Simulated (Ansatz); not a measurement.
# Quasi-harmonic thermodynamics of LiF (Griceite, Fm-3m), part 2 of 2

Aim: the lattice, expansion, heat capacity and bulk modulus of LiF (Griceite) as it warms.

Measurements to reproduce:
- volume expansion coefficient 99.6 1e-6/K and heat capacity C_P per formula unit 42 J/mol/K near room temperature (given in “High-Throughput Prediction of Finite-Temperature Properties using the Quasi-Harmonic Approximation”, 2016, arXiv:1603.06924)
- volume expansion coefficient 106.5 1e-6/K near room temperature (given in “Descriptors for thermal expansion in solids”, 2017, arXiv:1701.03966)

Ansatz 0.2.0; DFT r2SCAN, scalar-relativistic, plane waves, PAW.

So far. Step 2 (Probe on a coarse mesh): The start is under -2.1 GPa at this level and looks like an insulator or semiconductor on this mesh. Step 4 (Tight relaxation): The residual pressure is 4.0e-4 GPa, small enough for phonons. The relaxed cell has a = 3.990 Å (conventional setting).

## 5. Phonons on strained cells

Thermal expansion follows from how the free energy of the vibrations (and of the electrons in a metal) changes with strain, so the program makes strained cells, their phonons and a fit in one run.

File input.yaml:

```yaml
crystal:
  lattice:
    - [0.0, 1.9950946811, 1.9950946811]
    - [1.9950946811, 0.0, 1.9950946811]
    - [1.9950946811, 1.9950946811, 0.0]
  atoms:
    - { symbol: Li, position: [0.0, 0.0, 0.0] }
    - { symbol: F, position: [0.5, 0.5, 0.5] }
kpoints:
  mp_grid: { grid: [12, 12, 12] }
hamiltonian:
  xc: r2scan
scf:
  occupations: { method: fixed }
output:
  eigenvalues: true
phonons:
  method: dfpt
  qmesh: [4, 4, 4]
  temperatures: { t_max: 800.0, t_step: 50 }
  thermal_expansion: {}
```

The run is started by

```console
$ ansatz run input.yaml --threads 4 --pin off --max-ram 8192MiB --backend cpu --events-out ev --progress --plain --runs-dir out
```

Numbers of over 12 decimals in the logs are rounded to 6 here.

The log of the run:

```text
[...]
Crystal: 2 atoms, lattice volume = 15.883 Å³
Basis set: ecut = 580 eV, 531 PW (Γ), exchange–correlation on 240×240×240 points (1000 copies of the dense FFT grid, shifted against one another)
Bands: 9, of which v1, the nominal top of the filled ones, is band 5 counted from 1 (4 counted from 0)
Symmetry: 48 space group operations
[...]
k-points: 72 of 1728
[...]
SCF iter   1: F=—  HF=-1018.291951 eV  |F-HF|=—  |Δ(HF+E_count)|=         —  Δρ=7.66e-3  dr2=7.83e-3  dr2_τ=3.48e-2  ethr=1.77e-3  ⟨swp⟩=4.0  Hψ=3821  notcnv=0  defer=87
[...]
SCF iter   8: F=-1018.335817 eV  HF=-1018.335817 eV  |F-HF|=9.09e-13  |Δ(HF+E_count)|=  2.59e-11  Δρ=1.22e-7  dr2=1.46e-12  dr2_τ=1.21e-13  ethr=1.00e-12  ⟨swp⟩=6.3  Hψ=3198  notcnv=0
SCF 1 converged in 8 iterations: F = -1018.335817 eV  dr2 = 1.46e-12
[...]
relax step   1: F+E_penalty+E_count = -1018.33581654 eV  Δ(F+E_penalty+E_count) = +0.000e0 eV  max|allowed force component| = 5.962e-29 eV/Å  Δτ_max = 0.0000 Å  (8 SCF iters, accepted)
SCF converged after 8 iterations
Free energy (F): -1018.335817 eV
[...]
Internal energy: -1018.335817 eV  (E = F + TS)
E sigma→0 (E₀):  -1018.335817 eV
Fermi energy:    0.595570 eV
[...]
--- Stress (GPa, compression-positive) ---
       -0.014001       0.000000       0.000000
        0.000000      -0.014001      -0.000000
        0.000000       0.000000      -0.014001
  P = ⅓ Tr σ = -0.0140 GPa (-0.140 kbar)
--- Band table (eV; the first three rows and the last of 72) ---
[...]
── thermal expansion: 3 new cells, 3 in all ──
thermal expansion: relaxation of cell 2
thermal expansion: relaxation of cell 3
── thermal expansion: 2 new cells, 5 in all ──
thermal expansion: relaxation of cell 4
thermal expansion: lower-state search of cell 4
thermal expansion: phonons of cell 4
thermal expansion: relaxation of cell 5
thermal expansion: phonons of cell 5
── thermal expansion: 8 new cells, 13 in all ──
thermal expansion: relaxation of cell 6
thermal expansion: relaxation of cell 7
thermal expansion: relaxation of cell 8
thermal expansion: relaxation of cell 9
thermal expansion: relaxation of cell 10
thermal expansion: relaxation of cell 11
thermal expansion: relaxation of cell 12
thermal expansion: relaxation of cell 13
thermal expansion: phonons of cell 6
thermal expansion: phonons of cell 7
thermal expansion: phonons of cell 8
thermal expansion: phonons of cell 9
thermal expansion: phonons of cell 10
── thermal expansion: 1 new cells, 14 in all ──
thermal expansion: relaxation of cell 14
thermal expansion: phonons of cell 14
--- Relaxed structure (1 steps of the walk, 1 accepted, 0 SCFs on fresh bases) ---
  F+E_penalty+E_count = -1018.33581654 eV   max|allowed force component| = 5.962e-29 eV/Å
  atoms:
    - { symbol: Li, position: [0.0, 0.0, 0.0] }
    - { symbol: F, position: [0.500000, 0.500000, 0.500000] }
--- Thermal expansion: 14 cells in 4 rounds, 0 GPa ---
  no lower state was reached at cell 4
  without vibrations: a 2.82132, b 2.82132, c 2.82132 Å, V 15.8797 Å³, B 77.37 GPa
  at 0 K: a 2.84577, b 2.84577, c 2.84577 Å, V 16.2961 Å³, B 71.99 GPa
  zero-point expansion: a +0.867, b +0.867, c +0.867, V +2.622 %
      T/K        a/Å        b/Å        c/Å       V/Å³ | expansion of a, b, c, V (1e-6/K)   | that of V in the mean from 25 °C | C_P, C_V (J/mol K of the cell) | B_T, B_S (GPa)
     0.00    2.84577    2.84577    2.84577    16.2961 |    0.00    0.00    0.00    0.00 |   58.60 |     0.000     0.000 |    71.99    71.99
   100.00    2.84670    2.84670    2.84670    16.3121 |   11.68   11.68   11.68   35.03 |   83.29 |    13.656    13.570 |    71.19    71.64
   200.00    2.85284    2.85284    2.85284    16.4179 |   29.45   29.45   29.45   88.35 |  103.20 |    33.906    32.861 |    67.68    69.84
   298.15    2.86254    2.86254    2.86254    16.5859 |   39.00   39.00   39.00  116.99 |       - |    43.520    40.944 |    63.22    67.20
   350.00    2.86863    2.86863    2.86863    16.6920 |   42.99   42.99   42.99  128.96 |  123.43 |    46.756    43.212 |    60.57    65.54
   450.00    2.88210    2.88210    2.88210    16.9282 |   50.89   50.89   50.89  152.68 |  135.93 |    51.659    45.809 |    54.71    61.70
   550.00    2.89826    2.89826    2.89826    17.2147 |   61.85   61.85   61.85  185.55 |  150.53 |    56.501    47.219 |    47.28    56.58
   650.00    2.91895    2.91895    2.91895    17.5859 |   83.62   83.62   83.62  250.87 |  171.37 |    64.051    48.068 |    36.89    49.16
   750.00    2.95334    2.95334    2.95334    18.2149 |  192.75  192.75  192.75  578.25 |  217.37 |    97.339    48.648 |    17.70    35.42
   800.00  the crystal comes to no rest above 750 K within reach of its cells: the search for the crystal at rest had not settled after 100 steps
  the static fit leaves 0.003 meV an atom of the energies and, of the stresses, 0.000 GPa of each cell's largest along a strain (root mean squares over the cells), whose Pulay part it has at -0.171 GPa
  vibrations' free energy: its fit leaves 0.0109 meV an atom at the most
  the electrons' free energy at temperature is not in it: every band gap is over 0.83 eV
  free energies summed between the sampled wave vectors
  estimated error of the fitted expansion in any direction: up to 16.447e-6/K, at 750 K (an estimate, not a bound: it was exceeded on models of known expansion)
  by sums over the sampled wave vectors an expansion of the volume parts by up to 33.83e-6/K
  by a static energy of one degree less an expansion of the volume parts by up to 2.37e-6/K
  band gaps on the cells' k-points are 8.842 to 10.621 eV
```

Run time: 68 min. Hardware: 4 threads of Intel Xeon at 2.70GHz, shared host; peak memory 4.5 GiB.

Numbers from this step:

| Property | Result |
| --- | --- |
| pressure | -0.01400 GPa |
| volume expansion coefficient at 298 K | 117.0 1e-6/K |
| C_P at 298 K | 21.76 J/mol-atom/K |
| entropy at 298 K | 18.60 J/mol-atom/K |
| isothermal bulk modulus at 298 K | 63.22 GPa |
| Grüneisen parameter at 298 K | 1.804 |
| volume at 298 K | 8.293 Å³/atom |
| principal linear expansion coefficients at 298 K | 39, 39, 39 1e-6/K |

Strained cells of the study; zero-point energy where phonons were solved; the pressures are stresses at a fixed cutoff and can carry an offset from the finite basis. Expansion cells, by row:

```tsv
cell	|a| (Å)	|b| (Å)	|c| (Å)	V (Å³/atom)	E - E_lowest (meV/atom)	pressure, compression positive (GPa)	gap (eV)	zero-point energy (meV/atom)
1	2.821	2.821	2.821	7.941	0	-0.186	10.33	-
2	2.844	2.844	2.844	8.133	1.097	-1.939	10.1	-
3	2.799	2.799	2.799	7.754	1.095	1.754	10.56	-
4	2.821	2.821	2.821	7.941	0	-0.185	10.33	62.49
5	2.836	2.836	2.836	8.061	0.436	-1.303	10.18	61.03
6	2.849	2.849	2.849	8.174	1.576	-2.278	10.05	59.69
7	2.876	2.876	2.876	8.413	6.148	-4.124	9.792	56.93
8	2.904	2.904	2.904	8.659	13.53	-5.744	9.539	54.19
9	2.932	2.932	2.932	8.913	23.52	-7.158	9.295	51.46
10	2.96	2.96	2.96	9.174	35.96	-8.386	9.059	48.72
11	2.793	2.793	2.793	7.707	1.742	2.275	10.62	-
12	2.807	2.807	2.807	7.823	0.427	1.007	10.47	-
13	2.984	2.984	2.984	9.396	48.01	-9.274	8.871	-
14	2.988	2.988	2.988	9.431	50.05	-9.405	8.842	46.04
```

Quasi-harmonic; a, b, c are the run's own cell vectors. Expansion, by row:

```tsv
T (K)	a (Å)	b (Å)	c (Å)	alpha (deg)	beta (deg)	gamma (deg)	cell volume (Å³/cell)	alpha_a (1e-6/K)	alpha_b (1e-6/K)	alpha_c (1e-6/K)	alpha_V (1e-6/K)	C_P (J/mol-atom/K)	C_V (J/mol-atom/K)	S (J/mol-atom/K)	B_T (GPa)	B_S (GPa)	Grueneisen	extrapolation	fit error (1e-6/K)
0	2.846	2.846	2.846	60	60	60	16.3	0	0	0	0	0	0	0	71.99	71.99	-	0	0
50	2.846	2.846	2.846	60	60	60	16.3	1.68	1.68	1.68	5.03	1.011	1.011	0.286	71.93	71.97	1.756	0	0.09
100	2.847	2.847	2.847	60	60	60	16.31	11.68	11.68	11.68	35.03	6.828	6.785	2.588	71.19	71.64	1.805	0	0.16
150	2.849	2.849	2.849	60	60	60	16.35	22.05	22.05	22.05	66.14	12.78	12.55	6.539	69.64	70.89	1.807	0	0.19
200	2.853	2.853	2.853	60	60	60	16.42	29.45	29.45	29.45	88.35	16.95	16.43	10.83	67.68	69.84	1.799	0	0.18
250	2.857	2.857	2.857	60	60	60	16.5	34.84	34.84	34.84	104.5	19.8	18.91	14.93	65.5	68.58	1.798	0	0.16
298.1	2.863	2.863	2.863	60	60	60	16.59	39	39	39	117	21.76	20.47	18.6	63.22	67.2	1.804	0	0.24
300	2.863	2.863	2.863	60	60	60	16.59	39.14	39.14	39.14	117.4	21.82	20.52	18.73	63.13	67.15	1.805	0	0.25
350	2.869	2.869	2.869	60	60	60	16.69	42.99	42.99	42.99	129	23.38	21.61	22.22	60.57	65.54	1.817	0	0.43
400	2.875	2.875	2.875	60	60	60	16.8	46.78	46.78	46.78	140.3	24.67	22.36	25.43	57.79	63.74	1.835	0	0.61
450	2.882	2.882	2.882	60	60	60	16.93	50.89	50.89	50.89	152.7	25.83	22.9	28.4	54.71	61.7	1.859	0	0.78
500	2.89	2.89	2.89	60	60	60	17.06	55.72	55.72	55.72	167.2	26.98	23.31	31.18	51.25	59.34	1.889	0	0.83
550	2.898	2.898	2.898	60	60	60	17.21	61.85	61.85	61.85	185.6	28.25	23.61	33.81	47.28	56.58	1.926	0	0.62
600	2.908	2.908	2.908	60	60	60	17.39	70.35	70.35	70.35	211.1	29.81	23.85	36.33	42.61	53.27	1.974	0	0.44
650	2.919	2.919	2.919	60	60	60	17.59	83.62	83.62	83.62	250.9	32.03	24.03	38.8	36.89	49.16	2.039	0	2.06
700	2.933	2.933	2.933	60	60	60	17.84	109	109	109	327	36	24.19	41.3	29.39	43.75	2.134	0	6.05
750	2.953	2.953	2.953	60	60	60	18.21	192.8	192.8	192.8	578.2	48.67	24.32	44.1	17.7	35.42	2.308	0	16.45
```

Table of expansion coefficient by temperature; values in 1e-6/K:

```tsv
temperature (K)	volume	principal 1
0	0	0
50	5.03	1.68
100	35.0	11.7
150	66.1	22.1
200	88.3	29.4
250	105	34.8
298	117	39
300	117	39.1
350	129	43.0
400	140	46.8
450	153	50.9
500	167	55.7
550	186	61.9
600	211	70.3
650	251	83.6
700	327	109
750	578	193
```

At 298 K the volume expansion is 117 × 10⁻⁶/K and B_T is 63.2 GPa. The program raised the cutoff to 580 eV by itself: with no cutoff typed, the study takes about 1.16 times the default for its relaxations and scales it with the volume for the phonons.

## 6. Outcome

```
settings of these figures                        : r2SCAN, 580 eV, k 12×12×12, q 4×4×4
volume expansion coefficient at 298 K            : 117.0 1e-6/K
C_P at 298 K                                     : 21.76 J/mol-atom/K
entropy at 298 K                                 : 18.60 J/mol-atom/K
isothermal bulk modulus at 298 K                 : 63.22 GPa
Grüneisen parameter at 298 K                     : 1.804
volume at 298 K                                  : 8.293 Å³/atom
principal linear expansion coefficients at 298 K : 39, 39, 39 1e-6/K
```

Near room temperature LiF (Griceite) expands by 117 × 10⁻⁶/K in volume by r2SCAN, with C_P = 21.8 J/(mol K) per mole of atoms and B_T = 63.2 GPa. Between 298.15 and 750 K the bulk modulus falls by 72 % and the Grüneisen parameter grows; in this range the quasi-harmonic approximation, which lacks anharmonicity at fixed volume, tends to overshoot. C_P at room temperature is 87 % of the classical 3R an atom; C_V is 82 %, and the rest is expansion work. Above 750 K the study finds no volume of rest, and gives nothing there: the quasi-harmonic free energy has lost its minimum, and the figures just below are already near that breakdown. A measured volume expansion coefficient near room temperature is 99.6 1e-6/K (arXiv:1603.06924); the calculated 117 1e-6/K differs by +17 %. A measured heat capacity per formula unit near room temperature is 42 J/mol/K (arXiv:1603.06924); the calculated 43.5 J/mol/K differs by +4 %. The PAW files were made for PBE and are used here under another functional, for which the program regenerates the frozen cores.

[Logs are printed without paths, hosts, clocks, repeated set-up lines and the standing remarks that a program may print on its own settings, such as how far it seeks lower states.]

[Hosts, paths, dates, database ids (printed as entryN), source tags and the programs' standing remarks are cut or masked in the printed files.]

[A step with changed settings may run another functional than the one named; its input shows which.]
